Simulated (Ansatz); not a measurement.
**(8,0) carbon nanotube bundle (160 atoms): geometry optimisation**

Aim: bring (8,0) carbon nanotube bundle (160 atoms) to a nearby minimum of the energy and see what moves.

Method: Kohn-Sham DFT, PBE+D4, PAW (set soft_2), plane waves, in Ansatz 0.2.0.

### 1. The structure

The cell holds 160 atoms: 160 C. Its edges and angles: a = 9.564 Å, b = 9.564 Å, c = 21.304 Å, α = 90.0°, β = 90.0°, γ = 120.0°. It derives from C (graphene). Graphene sheet (a = 2.46 Å) rolled into a (8,0) tube of diameter 6.26 Å, 5 periods, hexagonal bundle with 3.3 Å between walls; then minimised and run for 3 ps at 600 K (NVT) with a classical potential, last frame taken.

### 2. Single point at the start

A single point comes first, to see the forces before anything moves.

File input.yaml:

```yaml
crystal:
  lattice:
    - [9.56434, 0.0, 0.0]
    - [-4.78217, 8.28296, 0.0]
    - [0.0, 0.0, 21.30422]
  atoms:
    - { symbol: C, position: [0.31523, 0.33209, 0.06809] }
    - { symbol: C, position: [0.20938, 0.37143, 0.03647] }
    - { symbol: C, position: [0.06699, 0.34365, 0.06787] }
    - { symbol: C, position: [0.92639, 0.27911, 0.03451] }
    - { symbol: C, position: [0.22251, 0.39226, 0.17025] }
    - { symbol: C, position: [0.0756, 0.35698, 0.13576] }
    - { symbol: C, position: [0.77492, 0.16655, 0.0683] }
    - { symbol: C, position: [0.67759, 0.01971, 0.03384] }
    - { symbol: C, position: [0.933, 0.27616, 0.16798] }
    - { symbol: C, position: [0.78073, 0.17328, 0.13565] }
    - { symbol: C, position: [0.63607, 0.8787, 0.06614] }
    - { symbol: C, position: [0.63152, 0.74736, 0.03237] }
    - { symbol: C, position: [0.67547, 0.02997, 0.16734] }
    - { symbol: C, position: [0.6262, 0.87997, 0.13408] }
    - { symbol: C, position: [0.67457, 0.64597, 0.06576] }
    - { symbol: C, position: [0.78222, 0.6156, 0.0297] }
    - { symbol: C, position: [0.62951, 0.74695, 0.16806] }
    - { symbol: C, position: [0.67709, 0.64838, 0.13157] }
    - { symbol: C, position: [0.9119, 0.62265, 0.06263] }
    - { symbol: C, position: [0.06623, 0.69774, 0.02843] }
    - { symbol: C, position: [0.78093, 0.60774, 0.16677] }
    - { symbol: C, position: [0.9134, 0.63133, 0.13066] }
    - { symbol: C, position: [0.1901, 0.82521, 0.06656] }
    - { symbol: C, position: [0.30573, 0.98001, 0.02892] }
    - { symbol: C, position: [0.06505, 0.73034, 0.16434] }
    - { symbol: C, position: [0.19412, 0.84518, 0.13315] }
    - { symbol: C, position: [0.38193, 0.12742, 0.06791] }
    - { symbol: C, position: [0.38624, 0.25826, 0.03611] }
    - { symbol: C, position: [0.29574, 0.98787, 0.16683] }
    - { symbol: C, position: [0.3779, 0.13684, 0.13499] }
    - { symbol: C, position: [0.38316, 0.26477, 0.16922] }
    - { symbol: C, position: [0.3393, 0.36054, 0.13425] }
    [... 122 atom lines left out ...]
    - { symbol: C, position: [0.36296, 0.11653, 0.86835] }
    - { symbol: C, position: [0.37822, 0.24967, 0.83561] }
    - { symbol: C, position: [0.31336, 0.9709, 0.96362] }
    - { symbol: C, position: [0.37976, 0.12762, 0.93665] }
    - { symbol: C, position: [0.38125, 0.25655, 0.96769] }
    - { symbol: C, position: [0.31799, 0.34295, 0.93557] }
kpoints:
  mp_grid: { grid: [2, 2, 1] }
hamiltonian:
  xc: pbe
  dispersion: d4
scf:
  occupations: { method: gaussian, width: 0.05 }
output:
  forces: true
```

The run is started by

```console
$ ansatz run input.yaml --threads 4 --pin off --max-ram 8192MiB --backend cpu --events-out ev --progress --plain --runs-dir out
```

Numbers of over 12 decimals in the logs are rounded to 6 here.

The program printed:

```text
Engine: ansatz 0.2.0, aarch64-unknown-linux-gnu
Pseudopotentials: kind: paw
Pseudopotential: C, paw, valence charge 4, recommended cutoff 420 eV (normal), C.paw.azcp
[... 5 lines on functional and potentials left out ...]
Crystal: 160 atoms, lattice volume = 1687.743 Å³
Basis set: ecut = 420 eV, 32927 PW (Γ), exchange–correlation on 128×128×288 points (8 copies of the dense FFT grid, shifted against one another)
Bands: 480, of which v1, the nominal top of the filled ones, is band 320 counted from 1 (319 counted from 0)
Symmetry: 1 space group operations
Space group: P1 (ITA 1), of the structure as read, at distance tolerance 1.2e-4 Å
k-points: 4
[... 3 lines on functional and potentials left out ...]
Initial density: superposition of atomic densities (neutral atoms: chi_scale 0, normalization atom), corrected by the library's trained network
Initial wavefunctions: pseudopotential atomic-orbital guess
Functional: x = pbe(κ = 0.804, μ = 0.219515), c = pbe(β = 0.066725)
SCF iter   1: F=—  HF=-40127.831649 eV  |F-HF|=—  |Δ(HF+E_count)|=         —  Δρ=4.96e-3  dr2=3.47e-1  ethr=1.77e-3  ⟨swp⟩=6.0  Hψ=8545  notcnv=0  defer=499
preconditioner: auto → LDOS  [insulator: Δε(μ)=0.084 eV  Ē_g=14.892 eV  σ=0.050 eV  W_gap=0.77  n_scr=350 (ndim 8)  ℏωp=22.9 eV  f_vac=0.180  D(μ)=5.96/eV (n_scr^D=10)  ε∞_Penn≈3.4  β→1.0]
SCF iter   2: F=—  HF=-40128.009226 eV  |F-HF|=—  |Δ(HF+E_count)|=   1.78e-1  Δρ=2.37e-3  dr2=2.32e-1  ethr=5.42e-5  ⟨swp⟩=2.0  Hψ=3265  notcnv=0  defer=610
SCF iter   3: F=—  HF=-40127.966110 eV  |F-HF|=—  |Δ(HF+E_count)|=   4.31e-2  Δρ=1.02e-3  dr2=4.19e-2  ethr=3.62e-5  ⟨swp⟩=2.0  Hψ=2332  notcnv=0  defer=174
automatic band count: iteration 3 solves 371 bands in place of 480: the levels show a gap, and the empty bands left out lie too high to hold charge; the band table lists the bands solved (type scf.n_extra_bands for more)
SCF iter   4: F=—  HF=-40127.958284 eV  |F-HF|=—  |Δ(HF+E_count)|=   7.83e-3  Δρ=2.58e-4  dr2=2.21e-3  ethr=6.54e-6  ⟨swp⟩=2.0  Hψ=2107  notcnv=0  defer=174
SCF iter   5: F=—  HF=-40127.957863 eV  |F-HF|=—  |Δ(HF+E_count)|=   4.21e-4  Δρ=5.15e-5  dr2=6.47e-5  ethr=3.46e-7  ⟨swp⟩=2.0  Hψ=2304  notcnv=0  defer=174
SCF iter   6: F=—  HF=-40127.959730 eV  |F-HF|=—  |Δ(HF+E_count)|=   1.87e-3  Δρ=1.58e-5  dr2=6.01e-6  ethr=1.01e-8  ⟨swp⟩=2.0  Hψ=2664  notcnv=0  defer=174
SCF iter   7: F=—  HF=-40127.959731 eV  |F-HF|=—  |Δ(HF+E_count)|=   1.07e-6  Δρ=4.58e-6  dr2=4.49e-7  ethr=9.39e-10  ⟨swp⟩=2.0  Hψ=2262  notcnv=0  defer=174
SCF iter   8: F=-40127.959732 eV  HF=-40127.959732 eV  |F-HF|=6.86e-9  |Δ(HF+E_count)|=   1.66e-7  Δρ=1.43e-6  dr2=3.65e-8  ethr=1.56e-11  ⟨swp⟩=4.0  Hψ=5257  notcnv=0
SCF 1 converged in 8 iterations: F = -40127.959732 eV  dr2 = 3.65e-8
  greatest PAW one-centre occupation: 0.697 electrons in one spin orbital (limit 2), on the C atom at site 146 (counted from 0), in its partial waves of l = 0
SCF converged after 8 iterations
Free energy (F): -40127.959732 eV
Harris-Foulkes:  -40127.959732 eV  (|F-HF|=6.86e-9)
Internal energy: -40127.951890 eV  (E = F + TS)
E sigma→0 (E₀):  -40127.955811 eV
Entropy (-TS):   -0.007842 eV (-0.049 meV/atom)
Fermi energy:    5.256695 eV
--- Per-component energies (eV) ---
  E_band       = -2501.826046
  E_kinetic    = 14551.380991
  E_local      = -35093.087434  (includes V_loc(G=0)·N_el)
  E_nonlocal   = 4373.133951
  E_hartree    = 12126.263968
  E_xc         = -7673.346478
  E_vxc        = -9499.913669  (∫ρ·V_xc dr)
  E_paw        = -15893.008558  (= ΣΔE_a)
  E_vpaw       = -1085.874538  (= ΣTr[D̂ρ^β])
  E_aug_tail   = 0.001236  (compensation charges beyond the density's cutoff)
  E_ewald      = -12495.807619
  E_disp       = -23.481947  (pairwise vdW)
  E_smearing   = -0.007842  (= −TS)
  E_closure    = -0.000000  (closes the sum)
  Σ components = -40127.959732   (vs F -40127.959732, Δ=0.00e0)
--- Forces (eV/Å), atoms counted from 1 ---
  atom   1  C     -0.55212235     2.88555826     1.51718516
  atom   2  C     -0.56329944    -0.49138880    -1.38440026
  atom   3  C      1.79096152     1.67633172     1.94235366
  atom   4  C     -3.68333101    -0.89792094    -0.86829199
  atom   5  C      0.47324931     0.15709130    -1.77776143
  atom   6  C      1.66250651    -0.09545940    -1.02329635
  atom   7  C      1.58498646     1.43191038     0.38650880
  atom   8  C     -0.01571543     2.33082609    -0.66002729
  atom   9  C     -2.50335464     0.92555598     1.83733870
  atom  10  C      1.10535978     0.04052300    -1.29640490
  atom  11  C     -0.77409639    -1.30401984     1.28042567
  atom  12  C     -0.88219530    -0.28828201     0.13209847
  atom  13  C      1.39027115    -2.39523412     2.07309745
  atom  14  C      0.96687466    -0.80952361    -0.20119532
[...]
atom 159  C      0.03468899     0.36014415     2.00256988
  atom 160  C     -0.87313063    -0.44118272    -0.80133160
  max |Σ_I F_I| component: 1.28e-4 eV/Å
```

Wall time 67 s (4 threads of Arm Neoverse V2, shared host); peak memory 5.1 GiB.

Reading the cycles: dr2 is the Hartree energy of the density residual (eV), the measure of convergence; HF is the Harris–Foulkes estimate of the energy, which meets the free energy F at convergence.

The program notes that it cut back its work space to fit the memory limit.

Read from the output:

| Property | Result |
| --- | --- |
| free energy | -40127.9597 eV |
| free energy per atom | -250.7997 eV/atom |
| SCF cycles | 8 |
| r.m.s. force component | 1.494 eV/Å |
| longest force | 6.135 eV/Å |
| Fermi energy | 5.257 eV |

The r.m.s. force component of 1.5 eV/Å sets the starting point.

Length of the force by element:

| element | coordination | atoms | mean length of the force (eV/Å) | spread | least | most |
| --- | --- | --- | --- | --- | --- | --- |
| C | all | 160 | 2.35 | 1.08 | 0.364 | 6.13 |

### 3. Cell and atoms relaxed

Cell and atoms are freed together, to release stress as well as forces.

input.yaml, as its differences from that of step 2:

```diff
@@ -16 +16,5 @@
   forces: true
+relax:
+  f_tol: 0.03
+  max_steps: 60
+  cell: {}
```

The program printed:

```text
[...]
Crystal: 160 atoms, lattice volume = 1687.743 Å³
Basis set: ecut = 420 eV, 32927 PW (Γ), exchange–correlation on 128×128×288 points (8 copies of the dense FFT grid, shifted against one another)
Bands: 480, of which v1, the nominal top of the filled ones, is band 320 counted from 1 (319 counted from 0)
Symmetry: 1 space group operations
[...]
k-points: 4
[...]
SCF iter   1: F=—  HF=-40127.831649 eV  |F-HF|=—  |Δ(HF+E_count)|=         —  Δρ=4.96e-3  dr2=3.47e-1  ethr=1.77e-3  ⟨swp⟩=6.0  Hψ=8545  notcnv=0  defer=499
[...]
SCF iter   8: F=-40127.959732 eV  HF=-40127.959732 eV  |F-HF|=4.57e-9  |Δ(HF+E_count)|=   1.62e-7  Δρ=1.45e-6  dr2=3.83e-8  ethr=1.56e-11  ⟨swp⟩=4.0  Hψ=5579  notcnv=0
SCF 1 converged in 8 iterations: F = -40127.959732 eV  dr2 = 3.83e-8
[...]
relax step   1: F+E_penalty+E_count = -40127.95973159 eV  Δ(F+E_penalty+E_count) = +0.000e0 eV  max|allowed force component| = 5.815e0 eV/Å  Δτ_max = 0.0000 Å  P = +0.848 GPa  Ω = 1687.743 Å³  (8 SCF iters, dr2 threshold 1.00e-7 eV, accepted)
[... from here on, the SCF cycles and remarks between the steps are left out ...]
relax step   2: F+E_penalty+E_count = -40138.90621978 eV  Δ(F+E_penalty+E_count) = -1.095e1 eV  max|allowed force component| = 2.733e0 eV/Å  Δτ_max = 0.1948 Å  P = -1.680 GPa  Ω = 1696.641 Å³  energy of the carried Pulay correction = -2.551e-2 eV  (7 SCF iters, dr2 threshold 1.60e-5 eV, accepted)
relax step   3: F+E_penalty+E_count = -40140.89681372 eV  Δ(F+E_penalty+E_count) = -1.991e0 eV  max|allowed force component| = 5.338e-1 eV/Å  Δτ_max = 0.1387 Å  P = -0.040 GPa  Ω = 1683.847 Å³  energy of the carried Pulay correction = +1.121e-2 eV  (7 SCF iters, dr2 threshold 1.60e-5 eV, accepted)
relax step   4: F+E_penalty+E_count = -40141.05900611 eV  Δ(F+E_penalty+E_count) = -1.622e-1 eV  max|allowed force component| = 1.159e-1 eV/Å  Δτ_max = 0.0599 Å  P = +0.192 GPa  Ω = 1650.399 Å³  energy of the carried Pulay correction = +1.085e-1 eV  (6 SCF iters, dr2 threshold 1.60e-5 eV, accepted)
relax step   5: F+E_penalty+E_count = -40141.04879961 eV  Δ(F+E_penalty+E_count) = +1.021e-2 eV  max|allowed force component| = 5.473e-2 eV/Å  Δτ_max = 0.0263 Å  P = +0.046 GPa  Ω = 1667.269 Å³  energy of the carried Pulay correction = +5.921e-2 eV  (7 SCF iters, dr2 threshold 8.40e-7 eV, accepted)
relax step   6: F+E_penalty+E_count = -40141.03432716 eV  Δ(F+E_penalty+E_count) = +1.447e-2 eV  max|allowed force component| = 2.088e-2 eV/Å  Δτ_max = 0.0101 Å  P = +0.005 GPa  Ω = 1673.274 Å³  energy of the carried Pulay correction = +4.177e-2 eV  (7 SCF iters, dr2 threshold 1.87e-7 eV, accepted)
relax step   7: F+E_penalty+E_count = -40141.00207403 eV  Δ(F+E_penalty+E_count) = +3.225e-2 eV  max|allowed force component| = 2.142e-2 eV/Å  Δτ_max = 0.0000 Å  P = -0.027 GPa  Ω = 1673.274 Å³  stress off target by 9.56e-2 GPa  SCF on the basis re-selected at this cell (its energy is not comparable with the rows above)  (6 SCF iters)
relax step   8: F+E_penalty+E_count = -40141.01136700 eV  Δ(F+E_penalty+E_count) = -9.293e-3 eV  max|allowed force component| = 7.106e-3 eV/Å  Δτ_max = 0.0109 Å  P = -0.003 GPa  Ω = 1671.372 Å³  energy of the carried Pulay correction = +5.568e-3 eV  (8 SCF iters, dr2 threshold 2.29e-8 eV, accepted)
relax step   9: F+E_penalty+E_count = -40141.00665001 eV  Δ(F+E_penalty+E_count) = +4.717e-3 eV  max|allowed force component| = 7.382e-3 eV/Å  Δτ_max = 0.0000 Å  P = -0.004 GPa  Ω = 1671.372 Å³  stress off target by 4.48e-2 GPa  SCF on the basis re-selected at this cell (its energy is not comparable with the rows above)  (6 SCF iters)
[...]
SCF converged after 6 iterations
Free energy (F): -40141.006650 eV
[...]
Internal energy: -40141.003685 eV  (E = F + TS)
E sigma→0 (E₀):  -40141.005168 eV
Entropy (-TS):   -0.002965 eV (-0.019 meV/atom)
Fermi energy:    5.281898 eV
[...]
--- Forces (eV/Å), atoms counted from 1 ---
  atom   1  C      0.00420626    -0.00404111     0.00371621
  atom   2  C     -0.00142058     0.00098963    -0.00086645
  atom   3  C      0.00404064     0.00302691     0.00339563
  atom   4  C     -0.00329242     0.00045624    -0.00107179
  atom   5  C     -0.00016760     0.00176680     0.00112206
  atom   6  C      0.00317322     0.00277774    -0.00249324
  atom   7  C     -0.00197673     0.00082323    -0.00208270
  atom   8  C      0.00127974    -0.00630373    -0.00114329
  atom   9  C     -0.00323646    -0.00006898     0.00081401
  atom  10  C     -0.00196865     0.00114185     0.00246219
  atom  11  C      0.00285233     0.00076002     0.00314401
  atom  12  C      0.00075287     0.00197907    -0.00446686
  atom  13  C      0.00126932    -0.00589911     0.00026703
  atom  14  C      0.00237746     0.00142949    -0.00432799
[...]
atom 159  C     -0.00018301    -0.00254436     0.00140660
  atom 160  C      0.00374184    -0.00423626    -0.00181080
  max |Σ_I F_I| component: 1.31e-6 eV/Å
--- Stress (GPa, compression-positive) ---
        0.016157       0.040268      -0.001465
        0.040267      -0.018180      -0.001163
       -0.001465      -0.001163      -0.009965
  P = ⅓ Tr σ = -0.0040 GPa (-0.040 kbar)
--- Relaxed structure (7 steps of the walk, 7 accepted, 2 SCFs on fresh bases) ---
  F+E_penalty+E_count = -40141.00665001 eV   max|allowed force component| = 7.382e-3 eV/Å   (the final SCF, on the basis selected at the relaxed cell)
  cell:  # Å, volume = 1671.3725 Å³
    - [9.579321, 0.151596, -0.00899566]
    - [-4.658374, 8.119822, -0.019032]
    - [-0.020038, -0.060521, 21.294660]
  atoms:
    - { symbol: C, position: [0.317381, 0.344351, 0.067654] }
    - { symbol: C, position: [0.212469, 0.385552, 0.034100] }
    - { symbol: C, position: [0.075641, 0.367811, 0.067481] }
    - { symbol: C, position: [0.927806, 0.294808, 0.033695] }
[...]
- { symbol: C, position: [0.317392, 0.344365, 0.934113] }
```

Wall time 13 min (4 threads); peak memory 5.2 GiB.

Step by step:

```
step  energy less that of the first step (eV)  largest force component (eV/Å)  pressure (GPa)  volume (Å³)
   1                                   0.0000                          5.8147            0.85      1687.74
   2                                 -10.9465                          2.7327           -1.68      1696.64
   3                                 -12.9371                          0.5338           -0.04      1683.85
   4                                 -13.0993                          0.1159            0.19      1650.40
   5                                 -13.0891                          0.0547            0.05      1667.27
   6                                 -13.0746                          0.0209            0.01      1673.27
  7*                                 -13.0423                          0.0214           -0.03      1673.27
   8                                 -13.0516                          0.0071            0.00      1671.37
  9*                                 -13.0469                          0.0074            0.00      1671.37
```

Relaxation steps marked * repeat the geometry before them on a plane-wave basis chosen anew for their cell, so energy and pressure can jump there.

```csv
cell as run,before,after,change
a (Å),9.564,9.581,+0.2 %
b (Å),9.564,9.361,-2.1 %
c (Å),21.304,21.295,-0.0 %
α (°),90.00,90.23,+0.3 %
β (°),90.00,90.11,+0.1 %
γ (°),120.00,118.94,-0.9 %
volume (Å³/atom),10.55,10.45,-1.0 %
```

The atoms that moved most (Å, as changes of fractional coordinates times the final cell):

```
atom      dx      dy      dz  length
 C29   0.280  -0.165   0.003   0.325
 C26   0.250  -0.182  -0.001   0.310
 C25   0.186  -0.204   0.042   0.279
 C39  -0.165   0.186  -0.013   0.249
 C42  -0.159   0.152   0.014   0.221
C147   0.079  -0.204   0.026   0.220
C114  -0.060  -0.204  -0.049   0.218
 C90   0.092  -0.188   0.037   0.213
```

The relaxation changed the energy by -81.5 meV/atom, and atoms moved by 0.13 Å r.m.s., 0.33 Å at most.

### 4. Structure statistics after relaxation

Bonds before and after, by the cutoffs listed below:

```
pair  bonds before  bonds after  mean before (Å)  mean after (Å)  spread before (Å)  spread after (Å)
 C-C           240          240            1.428           1.425              0.037             0.007
```

Density 1.91 g/cm³, 10.45 Å³ an atom.

Pair distribution function in bins of 0.1 Å:

```
r (Å)  total
 1.35   0.00
 1.45  12.30
 1.55   0.00
 1.65   0.00
 1.75   0.00
 1.85   0.00
 1.95   0.00
 2.05   0.00
 2.15   0.00
 2.25   0.00
 2.35   0.00
 2.45   8.26
 2.55   0.00
 2.65   0.00
 2.75   0.00
 2.85   3.12
 2.95   0.00
 3.05   0.00
 3.15   0.00
 3.25   0.39
 3.35   0.09
 3.45   0.09
 3.55   0.94
 3.65   0.95
 3.75   2.69
 3.85   0.57
 3.95   0.07
 4.05   1.20
 4.15   2.20
 4.25   0.97
 4.35   0.39
 4.45   1.15
 4.55   0.71
 4.65   0.58
 4.75   1.11
 4.85   0.69
 4.95   1.92
 5.05   0.92
 5.15   1.26
 5.25   0.53
 5.35   1.90
 5.45   0.46
 5.55   0.46
 5.65   1.60
```

Bonds by pair of elements; cutoffs follow the first minimum of g(r), held within bounds set by covalent radii, and pairs that aren't listed don't count as bonded:

```csv
pair A-B,cutoff (Å),bonds,mean length (Å),spread (Å),shortest (Å),B about A,A about B
C-C,1.82,240,1.43,0.007,1.42,3,3
```

How many atoms have how many bonded neighbours:

```
element  mean    3
      C     3  160
```

Bond angles, per cent of each kind in bins of 5°:

| angle (°) | C-C-C |
| --- | --- |
| 115–120 | 100.0 |

Bond angles (no mean is given where the spread exceeds 20°):

```
angle  count  mean (°)  spread (°)
C-C-C    480       119         1.7
```

Rings of the network by King's shortest-path rule, up to 12 atoms, one path for each pair of neighbours; H, halogens, alkali and alkaline-earth atoms are left out, and the last column divides by all other atoms, bonded or not:

```
ring size (atoms)  rings  per network atom
                6     80               0.5
```

The first peak of g(r) lies near 1.43 Å. With the cutoffs above, all C atoms have 3 bonded neighbours. The C-C-C angle averages 119° with a spread of 1.7°. All rings counted have 6 atoms.

(Continued in part 2 of 2.)

[Logs are printed without paths, hosts, clocks, repeated set-up lines and the standing remarks that a program may print on its own settings, such as how far it seeks lower states.]

[Hosts, paths, dates, database ids (printed as entryN), source tags and the programs' standing remarks are cut or masked in the printed files.]
